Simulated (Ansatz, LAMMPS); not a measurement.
# Amorphous 86SiO2-14B2O3 (mol %) (92 atoms), relaxed: mesh and functional compared

Which bonds does the relaxation leave, and how do the Kohn-Sham gap, forces and pressure change with k-mesh and functional?

Calculated with Ansatz 0.2.0: Kohn-Sham DFT, PBE, PAW (set soft_2), plane waves; cutoff 420 eV, Γ point, fermi-dirac smearing of 0.025 eV.

**The cell**

Density at the start: 2.13 g/cm³. The cell holds 92 atoms: 24 Si, 8 B and 60 O. Cell: a = 11.028 Å, b = 11.028 Å, c = 11.028 Å, α = 90.0°, β = 90.0°, γ = 90.0°. 92 atoms (24 Si, 8 B, 60 O) placed at random at 2.13 g/cm³, melted at 4000 K for 10 ps at fixed volume with the Buckingham and Coulomb pair potential of Guillot and Sator (Geochim. Cosmochim. Acta 71, 1249 (2007)) with the boron terms of Wang et al. (J. Non-Cryst. Solids 498, 294 (2018)). Quenched from 4000 K to 300 K at 100 K/ps and fixed volume, held 5 ps, then minimised at fixed cell.

Cell and atoms were relaxed with PBE. The walk converged after 53 steps by the program's count, with a largest force component of 0.0204 eV/Å; it began at an r.m.s. force component of 0.72 eV/Å. The edges went from 11.028, 11.028, 11.028 to 10.696, 10.986, 10.887 Å, and the volume from 14.577 to 13.845 Å³ an atom (-5.0 %).

The input of the reference single point:

```yaml
crystal:
  lattice:
    - [10.68796, 0.12847, -0.39808]
    - [0.12847, 10.98145, -0.2864]
    - [-0.39808, -0.2864, 10.87564]
  atoms:
    - { symbol: Si, position: [0.44173, 0.77774, 0.90302] }
    - { symbol: Si, position: [0.99228, 0.05027, 0.95299] }
    - { symbol: Si, position: [0.51954, 0.78604, 0.28917] }
    - { symbol: Si, position: [0.76966, 0.45356, 0.9377] }
    [... 86 atom lines left out ...]
    - { symbol: O, position: [0.64891, 0.47927, 0.45381] }
    - { symbol: O, position: [0.31079, 0.0047, 0.32897] }
kpoints:
  mp_grid: { grid: [1, 1, 1] }
hamiltonian:
  xc: pbe
scf:
  occupations: { method: fermi_dirac, width: 0.025 }
output:
  forces: true
  stress: true
  populations: true
  dos:
    method: { smearing: { sigma: 0.08 } }
    de: 0.05
    projected: { site_lists: { B: [B], O: [O], Si: [Si] } }
  eigenvalues: true
  write_density: true
  write_potential: true
  volumetric_format: npy
```

**Bonds after relaxation**

Bonds by pair of elements; cutoffs follow the first minimum of g(r), held within bounds set by covalent radii, and pairs that aren't listed don't count as bonded:

```tsv
pair A-B	cutoff (Å)	bonds	mean length (Å)	spread (Å)	shortest (Å)	B about A	A about B
O-Si	2.16	96	1.64	0.042	1.59	1.6	4
O-B	1.83	25	1.39	0.044	1.35	0.417	3.12
```

How many atoms have how many bonded neighbours:

```tsv
element	mean	2	3	4
B	3.12	0	7	1
O	2.02	59	1	0
Si	4	0	0	24
```

**Levels of theory**

Single points at the relaxed geometry:

| functional | k-mesh | Kohn-Sham gap (eV) | pressure (GPa) | r.m.s. force component (eV/Å) | SCF cycles | time |
| --- | --- | --- | --- | --- | --- | --- |
| PBE | 1×1×1 | 3.852 | -0.01 | 0.006 | 8 | 21 s |
| PBE | 2×2×2 | 3.853 | -0.01 | 0.006 | 8 | 3.2 min |
| HSE06 | 1×1×1 | 5.660 | -4.76 | 0.191 | 16 | 4.7 min |
| r2SCAN | 1×1×1 | 4.523 | -4.56 | 0.159 | 9 | 50 s |
| PBEsol | 1×1×1 | 3.808 | -2.44 | 0.060 | 9 | 21 s |

The gap is that between the highest filled and lowest empty Kohn-Sham level on the run's k-points. Cutoffs: 420 eV for PBE, HSE06 and PBEsol; 500 eV for r2SCAN. Times come from shared hosts and are rough.

**Findings**

By these cutoffs 88 % of B atoms have 3, 98 % of O atoms have 2 and 100 % of Si atoms have 4 neighbours. The Kohn-Sham gap is 3.85 eV with PBE on the 1×1×1 mesh and 3.85 eV on 2×2×2. On the 1×1×1 mesh HSE06 changes the gap by +1.81 eV against PBE. Carrying that shift over to the 2×2×2 mesh gives 3.85 + 1.81 = 5.66 eV, an estimate that takes the shift to be alike at all k-points. On the reference's mesh the gap changes with r2SCAN by +0.67 eV and PBEsol by -0.04 eV. Against the reference the pressure changes with HSE06 by -4.8 GPa, r2SCAN by -4.5 GPa and PBEsol by -2.4 GPa; a negative change means a smaller volume than PBE would take. The denser mesh moves the energy by -0.5 meV/atom and the pressure by +0.00 GPa.

Limits: All single points share the geometry relaxed with PBE. The volume changed by -5.0 % on relaxing; in so small a cell, on this mesh and at this cutoff, the relaxed density is rough. One sample; tail or defect levels can set the gap of a disordered cell. The quench rate of 100 K/ps is many orders above laboratory rates, so the cell is likely richer in defects and strain than a real sample. The network of bonds at the start is that of the classical potential that made the cell, and needn't be the one that DFT or experiment would give. In some runs the program notes that the exchange-correlation potential is rough where the density is thin, it cut back its work space to fit the memory limit, the exchange threshold is loose for the stress and the SCF threshold is loose for the stress.

[Logs are printed without paths, hosts, clocks, repeated set-up lines and the standing remarks that a program may print on its own settings, such as how far it seeks lower states.]

[Hosts, paths, dates, database ids (printed as entryN), source tags and the programs' standing remarks are cut or masked in the printed files.]
